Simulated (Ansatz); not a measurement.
**Debugging a many-body input for Bi2Te2Se (R-3m)**

A first try at the G0W0 gap of Bi2Te2Se (R-3m), what the program said, and an input that works.

Calculated with Ansatz 0.2.0; G0W0 on r2SCAN, plane waves, PAW.

**1. The starting structure**

It takes space group R-3m (No. 166, trigonal). Conventional cell: a = 4.293 Å, b = 4.293 Å, c = 29.995 Å, α = 90.00°, β = 90.00°, γ = 120.00°. Nearest to Bi lie 3 Te at 3.03 Å and 3 Se at 3.08 Å. Nearest to Te lie 3 Bi at 3.03 Å. Se has 6 Bi at 3.08 Å nearest. Farther neighbours and most contacts between anions are not listed.

Structure file:

```cif
data_structure
_symmetry_space_group_name_H-M 'R-3m:H'
_symmetry_Int_Tables_number 166
_cell_length_a 4.2934
_cell_length_b 4.2934
_cell_length_c 29.9954
_cell_angle_alpha 90.000
_cell_angle_beta 90.000
_cell_angle_gamma 120.000
_cell_volume 478.84
loop_
_atom_site_label
_atom_site_type_symbol
_atom_site_symmetry_multiplicity
_atom_site_Wyckoff_symbol
_atom_site_fract_x
_atom_site_fract_y
_atom_site_fract_z
_atom_site_occupancy
Bi1 Bi 6 c 0.66667 0.33333 0.93907 1
Te1 Te 6 c 0.33333 0.66667 0.88082 1
Se1 Se 3 a 0.00000 0.00000 0.00000 1
```

Geometry: measured lattice cell, ions relaxed with r2SCAN; the structure entry is the Materials Project's. The runs that relaxed it are not among those shown. Spin-orbit coupling is left out unless a step names it. The default PAW set here is soft_2. Its files were made with PBE.

**2. First try**

Input file input.yaml:

```yaml
crystal:
  lattice:
    - [2.1467, 1.239398, 9.998467]
    - [-2.1467, 1.239398, 9.998467]
    - [0.0, -2.478796, 9.998467]
  atoms:
    - { symbol: Bi, position: [0.6057406909, 0.6057406909, 0.6057406909] }
    - { symbol: Bi, position: [0.3942593091, 0.3942593091, 0.3942593091] }
    - { symbol: Te, position: [0.214151186, 0.214151186, 0.214151186] }
    - { symbol: Te, position: [0.785848814, 0.785848814, 0.785848814] }
    - { symbol: Se, position: [0.0, 0.0, 0.0] }
kpoints:
  mp_grid: { grid: [4, 4, 4] }
hamiltonian:
  xc: r2scan
scf:
  occupations: { method: fixed }
gw:
  n_empty_bands: 4
  ecut_chi: 40
  qp_bands: [v2, c2]
  qp_kpoints: band_edges
  screening: { model: contour_deformation }
```

Launch:

```bash
> ansatz run input.yaml --threads 3 --pin off --max-ram 92160MiB --backend cuda --events-out ev --progress --plain --runs-dir out --devices 1 --max-vram 13GiB
```

Numbers of over 12 decimals in the logs are rounded to 6 here.

The log of the run:

```text
GPUs: using 1 of 1 available (devices: 1).
Engine: ansatz 0.2.0, x86_64-unknown-linux-gnu
Pseudopotentials: kind: paw
Pseudopotential: Bi, paw, valence charge 15, recommended cutoff 500 eV (meta_gga), Bi.paw.azcp
Pseudopotential: Te, paw, valence charge 16, recommended cutoff 500 eV (meta_gga), Te.paw.azcp
Pseudopotential: Se, paw, valence charge 16, recommended cutoff 500 eV (meta_gga), Se.paw.azcp
Functional definition: r2SCAN
  parameter k0 = 0.174
  parameter k1 = 0.065
  parameter a1 = 4.9479
  exchange = r2scan_x(k0 = k0, k1 = k1, a1 = a1)
  correlation = r2scan_c
device memory: the entry about to start is reckoned to put 4.5 GiB on a device that reports 37.5 GiB free (of which the cap on the GPU budget leaves the run 13.0 GiB)
GPU FFT provider: cuFFT
GPU libraries: cuBLAS 13.8.2, cuFFT 12.4.0, cuSOLVER 12.3.4
Crystal: 5 atoms, lattice volume = 159.612 Å³
Basis set: ecut = 500 eV, 4069 PW (Γ), exchange–correlation on 320×320×320 points (64 copies of the dense FFT grid, shifted against one another)
Bands: 47, of which v1, the nominal top of the filled ones, is band 39 counted from 1 (38 counted from 0)
Symmetry: 12 space group operations
Space group: R-3m (ITA 166), of the structure as read, at distance tolerance 5.4e-5 Å
k-points: 13 of 64
Non-local potential: Bi, projectors of the file, l = 0: 2, l = 1: 2, l = 2: 2, l = 3: 2
Non-local potential: Te, projectors of the file, l = 0: 2, l = 1: 2, l = 2: 2, l = 3: 2
Non-local potential: Se, projectors of the file, l = 0: 2, l = 1: 2, l = 2: 3, l = 3: 1
PAW form: soft (Blöchl's): semilocal exchange-correlation on the pseudo side does not see the compensation charge
PAW frozen core: Bi, regenerated for the run's functional (the file was generated under x = pbe(κ = 0.804, μ = 0.219515), c = pbe(β = 0.066725))
PAW frozen core: Te, regenerated for the run's functional (the file was generated under x = pbe(κ = 0.804, μ = 0.219515), c = pbe(β = 0.066725))
PAW frozen core: Se, regenerated for the run's functional (the file was generated under x = pbe(κ = 0.804, μ = 0.219515), c = pbe(β = 0.066725))
PAW one-centre angular grid: Bi, 590 points (default); XC on 160 Gauss nodes
PAW one-centre angular grid: Te, 590 points (default); XC on 160 Gauss nodes
PAW one-centre angular grid: Se, 590 points (default); XC on 160 Gauss nodes
Initial density: superposition of atomic densities (neutral atoms: chi_scale 0, normalization atom), corrected by the library's trained network
Initial wavefunctions: pseudopotential atomic-orbital guess
GPU buffer pool allocated for 512000 grid points (all kernels)
GPU transforms: local potential: pruned to the plane-wave sphere, on 75×75×75; band sums: pruned to the plane-wave sphere, on 80×80×80
Functional: x = r2scan, c = r2scan; τ floored in thin density (d = 2e-4 eV/Å³)
SCF iter   1: F=—  HF=-44291.516438 eV  |F-HF|=—  |Δ(HF+E_count)|=         —  Δρ=3.78e-3  dr2=3.42e-2  dr2_τ=8.09e-3  ethr=1.77e-3  ⟨swp⟩=4.9  Hψ=2124  notcnv=0  defer=66
preconditioner: auto → Resta (q_TF=auto, 2.421 Å⁻¹)  ε∞=3.8  [insulator: Δε(μ)=0.334 eV  Ē_g=9.286 eV  n_scr=42 (ndim 8)  ℏωp=15.6 eV  f_vac=0.019  ε∞_Penn≈3.8]
SCF iter   2: F=—  HF=-44291.531133 eV  |F-HF|=—  |Δ(HF+E_count)|=   1.47e-2  Δρ=2.03e-3  dr2=9.05e-3  dr2_τ=2.54e-4  ethr=4.38e-5  ⟨swp⟩=2.8  Hψ=1270  notcnv=0  defer=75
SCF iter   3: F=—  HF=-44291.531585 eV  |F-HF|=—  |Δ(HF+E_count)|=   4.53e-4  Δρ=9.02e-4  dr2=2.30e-3  dr2_τ=5.67e-5  ethr=1.16e-5  ⟨swp⟩=3.0  Hψ=737  notcnv=0  defer=75
SCF iter   4: F=—  HF=-44291.531822 eV  |F-HF|=—  |Δ(HF+E_count)|=   2.37e-4  Δρ=3.08e-4  dr2=2.03e-4  dr2_τ=4.01e-6  ethr=2.94e-6  ⟨swp⟩=2.5  Hψ=830  notcnv=0  defer=75
SCF iter   5: F=—  HF=-44291.531871 eV  |F-HF|=—  |Δ(HF+E_count)|=   4.87e-5  Δρ=1.03e-4  dr2=2.03e-5  dr2_τ=3.32e-7  ethr=2.61e-7  ⟨swp⟩=2.0  Hψ=1095  notcnv=0  defer=60
[...]
NSCF: frozen V_eff on 1 k-points
device memory: the entry about to start is reckoned to put 0.9 GiB on a device that reports 37.3 GiB free (of which the cap on the GPU budget leaves the run 13.0 GiB)
NSCF: frozen V_eff on 1 k-points
SCF converged after 7 iterations
Free energy (F): -44291.531877 eV
Harris-Foulkes:  -44291.531877 eV  (|F-HF|=4.42e-8)
Internal energy: -44291.531877 eV  (E = F + TS)
E sigma→0 (E₀):  -44291.531877 eV
Fermi energy:    9.175164 eV
--- Per-component energies (eV) ---
  E_band       = -1162.219314
  E_kinetic    = 1080.515979
  E_local      = -8293.895184  (includes V_loc(G=0)·N_el)
  E_nonlocal   = -90.304399
  E_hartree    = 3955.680175
  E_xc         = -611.981859
  E_vxc        = -643.682961  (∫ρ·V_xc dr)
  E_paw        = -32674.178675  (= ΣΔE_a)
  E_vpaw       = -1166.447108  (= ΣTr[D̂ρ^β])
  E_aug_tail   = -0.000829  (compensation charges beyond the density's cutoff)
  E_vtau       = 40.238898  (kinetic-family band-sum trace: ∫τ·v_τ [+ j·A + Jᵃ·Aᵃ] dr)
  E_ewald      = -7657.923121
  E_core_change = 0.556035  (= ΣΔE_core)
  E_smearing   = -0.000000  (= −TS)
  E_closure    = 0.000000  (closes the sum)
  Σ components = -44291.531877   (vs F -44291.531877, Δ=0.00e0)
--- Band table (eV; the first three rows and the last of 13) ---
  k-point 0: bands = [... 35 lower, 7.5587, 8.1037, 8.1037, 9.1752, 9.5345, 10.1946, 10.1946, 11.3530, ... 4 higher]
  k-point 1: bands = [... 35 lower, 7.1790, 7.9182, 8.0435, 8.4971, 10.3195, 11.0823, 11.2785, 11.9115, ... 4 higher]
  k-point 2: bands = [... 35 lower, 6.2986, 6.8195, 7.9340, 8.5128, 10.0972, 10.7795, 12.2457, 12.3654, ... 4 higher]
  k-point 12: bands = [... 35 lower, 7.7672, 7.8321, 7.8321, 8.5623, 10.0849, 10.5476, 10.5476, 11.2174, ... 4 higher]
--- G₀W₀: contour deformation, 7 samples at zero and on the imaginary axis and 1 off it, 64 q-points, 4 empty bands' worth ---
  eigenvalues of the whole cell's RPA ε∞ on this k-mesh (on a slab, of 1 + 4πα/V) = 24.5607, 24.5607, 30.1071; static W/v taken at q = 0 is 0.043947
  gw.qp_kpoints: band_edges: 6 of 13 stored k-points solved, in 1 pass; an edge of the gap read off the rows below is read off those points alone
    valence top: of the k-points left out ik 12 came nearest to being solved in a further pass, in band 39 (counted from 1, as in the quasiparticle table): it holds the edge there only if its correction is more favourable than any solved in that band by at least 0.613 eV; those differ by 0.232 eV
    conduction bottom: of the k-points left out ik 12 came nearest to being solved in a further pass, in band 40 (counted from 1, as in the quasiparticle table): it holds the edge there only if its correction is more favourable than any solved in that band by at least 0.540 eV; those differ by 0.185 eV
    ik  band        ε_KS         Σx   Σc(E_QP)       V_xc       Z   E_QP_lin       E_QP  E_QP is
     0    38      8.1037   -15.8660     2.4271   -14.4376  0.7625     9.0815     9.1024  root
     0    39      9.1752   -15.0911     1.5731   -14.7701  0.7878    10.4201    10.4273  root
     0    40      9.5345    -9.8492    -1.3088   -12.6620  0.8091    11.0976    11.0384  root
     0    41     10.1946    -9.9448    -1.3871   -13.0641  0.8077    11.9998    11.9268  root
     2    38      7.9340   -16.1119     2.4680   -14.5578  0.7569     8.8300     8.8479  root
     2    39      8.5128   -15.4461     1.9895   -14.5662  0.7755     9.6051     9.6225  root
     2    40     10.0972    -9.5576    -1.5330   -12.6225  0.8088    11.6930    11.6290  root
     2    41     10.7795    -9.8374    -1.5595   -13.0811  0.8036    12.5535    12.4636  root
     4    38      8.0236   -15.4752     2.1576   -14.3258  0.7598     9.0094     9.0319  root
     4    39      8.1687   -15.7442     2.2750   -14.4924  0.7602     9.1687     9.1919  root
     4    40     10.9096    -9.9419    -1.5759   -13.1958  0.8015    12.6786    12.5877  root
     4    41     11.1794   -10.2522    -1.6882   -13.6839  0.7920    13.0010    12.9230  root
     6    38      7.4233   -15.9677     2.6884   -14.0955  0.7223     8.2134     8.2396  root
     6    39      8.0642   -15.6743     2.2194   -14.4754  0.7675     9.0664     9.0847  root
[...]
7    41     10.3477   -10.0292    -1.3946   -13.2102  0.8046    12.2056    12.1341  root
     8    38      8.0803   -16.1064     2.4459   -14.6275  0.7612     9.0281     9.0473  root
     8    39      8.8232   -15.6976     1.9720   -14.9304  0.7832    10.0110    10.0281  root
     8    40     10.0662    -9.8335    -1.4445   -12.9022  0.8115    11.7598    11.6905  root
     8    41     10.7671   -10.0765    -1.5541   -13.3679  0.8011    12.5925    12.5044  root
```

Wall time 27 s (1 × NVIDIA H100 80GB HBM3 (shared by 6 runs) with 3 threads of AMD EPYC 7R13 (Zen 3), shared host); peak memory 2.5 GiB.

Reading the cycles: dr2 is the Hartree energy of the density residual (eV), the measure of convergence; HF is the Harris–Foulkes estimate of the energy, which meets the free energy F at convergence.

Q: What is the fault?

The run ended normally, though the input holds a fault or crude settings.

The fault: four empty bands in G0W0. The sums over empty states are cut off almost at the gap, so screening and correlation are far from complete.

It printed a gap of 0.61 eV, which is an artefact of the settings.

**3. A better input**

G0W0 replaces the xc potential by the self-energy, built once from these orbitals. Only a window of levels is corrected, while the sums run over the empty bands that the input names.

Edit input.yaml of step 2 so:

```diff
@@ -18,4 +18,4 @@
 gw:
-  n_empty_bands: 4
-  ecut_chi: 40
+  n_empty_bands: 441
+  ecut_chi: 114
   qp_bands: [v2, c2]
```

The log of the run:

```text
GPUs: using 1 of 1 available (devices: 1).
[...]
GPU FFT provider: cuFFT
GPU libraries: cuBLAS 13.8.2, cuFFT 12.4.0, cuSOLVER 12.3.4
Crystal: 5 atoms, lattice volume = 159.612 Å³
Basis set: ecut = 500 eV, 4069 PW (Γ), exchange–correlation on 320×320×320 points (64 copies of the dense FFT grid, shifted against one another)
Bands: 47, of which v1, the nominal top of the filled ones, is band 39 counted from 1 (38 counted from 0)
Symmetry: 12 space group operations
[...]
k-points: 13 of 64
[...]
GPU buffer pool allocated for 512000 grid points (all kernels)
[...]
SCF iter   1: F=—  HF=-44291.516438 eV  |F-HF|=—  |Δ(HF+E_count)|=         —  Δρ=3.78e-3  dr2=3.42e-2  dr2_τ=8.09e-3  ethr=1.77e-3  ⟨swp⟩=4.9  Hψ=2124  notcnv=0  defer=66
[...]
0    38      8.1037   -15.8660     1.2108   -14.4376  0.7533     7.8855     7.8861  root
     0    39      9.1752   -15.0911     0.1352   -14.7701  0.7700     8.9895     8.9894  root
     0    40      9.5345    -9.8492    -2.9147   -12.6620  0.7874     9.4326     9.4326  root
     0    41     10.1946    -9.9448    -3.0989   -13.0641  0.7752    10.2150    10.2150  root
     2    38      7.9340   -16.1119     1.3598   -14.5578  0.7498     7.7393     7.7397  root
     2    39      8.5128   -15.4461     0.6839   -14.5662  0.7639     8.3168     8.3169  root
     2    40     10.0972    -9.5576    -3.1319   -12.6225  0.7849    10.0302    10.0302  root
     2    41     10.7795    -9.8374    -3.2262   -13.0811  0.7735    10.7971    10.7970  root
[...]
8    38      8.0803   -16.1064     1.2899   -14.6275  0.7519     7.8909     7.8913  root
     8    39      8.8232   -15.6976     0.5930   -14.9304  0.7659     8.6490     8.6491  root
     8    40     10.0662    -9.8335    -3.1248   -12.9022  0.7832    10.0102    10.0101  root
     8    41     10.7671   -10.0765    -3.2589   -13.3679  0.7709    10.7996    10.7996  root
[key lines of the parts left out:]
SCF converged after 7 iterations
Free energy (F): -44291.531877 eV
Fermi energy:    9.175164 eV
```

It took 2.1 min on 1 × NVIDIA H100 80GB HBM3 (shared by 6 runs) with 3 threads; peak memory 3.4 GiB; 3.5 min of CPU time.

This step gave:

```yaml
bands_summed: 480
rpa_eps_infinity_on_this_mesh_eigenvalues: 24.79, 24.79, 32.37
plane_waves_in_the_screening_matrix: 449
q_points_in_the_mesh: 64
g0w0_gap_on_the_mesh: 0.4432 eV
k_of_the_valence_top: 0, 0, 0
k_of_the_conduction_bottom: 0, 0, 0
starting_gap_on_the_mesh: 0.3593 eV
z_at_the_valence_top: 0.7700
z_at_the_conduction_bottom: 0.7874
least_direct_g0w0_gap_on_the_computed_points: 0.4432 eV
```

The gap on the mesh goes from 0.36 eV to 0.44 eV, a correction of +0.08 eV. Between the two edge states, bare exchange in place of the xc potential would open the gap by 3.13 eV, and correlation takes back 3.05 eV.

**4. Outcome**

| Property | Result |
| --- | --- |
| first try | converged after 27 s |
| better run | G0W0 gap on the mesh 0.44 eV (4×4×4 mesh, 441 empty bands, screening to 114 eV) |

The second run differs in: empty bands and screening cutoff (eV). Bands and cutoff are finite, so the gap is not at the basis limit. The miss can reach some tenths of an eV and take either sign; the mesh is an error of its own. With atoms this heavy and so narrow a gap, spin-orbit coupling can invert the bands. These scalar-relativistic gaps are then model values, not to be set against experiment, and a spin-orbit change taken from DFT can't simply be added. The RPA ε∞ on this mesh reaches over 25; with a narrow direct gap a coarse mesh can overstate it, and the correction is then too small.

[Paths, hosts, dates, memory and timing lines, banners, echoed tables and standing remarks are left out of the program output.]

[Logs are printed without paths, hosts, clocks, repeated set-up lines and the standing remarks that a program may print on its own settings, such as how far it seeks lower states.]

[Runs of the session that timed out or met a known fault of the program may be left out.]

[Cells called generated may have been cut or substituted from an entry of the Crystallography Open Database or the Materials Project.]

[Hosts, paths, dates, database ids (printed as entryN), source tags and the programs' standing remarks are cut or masked in the printed files.]
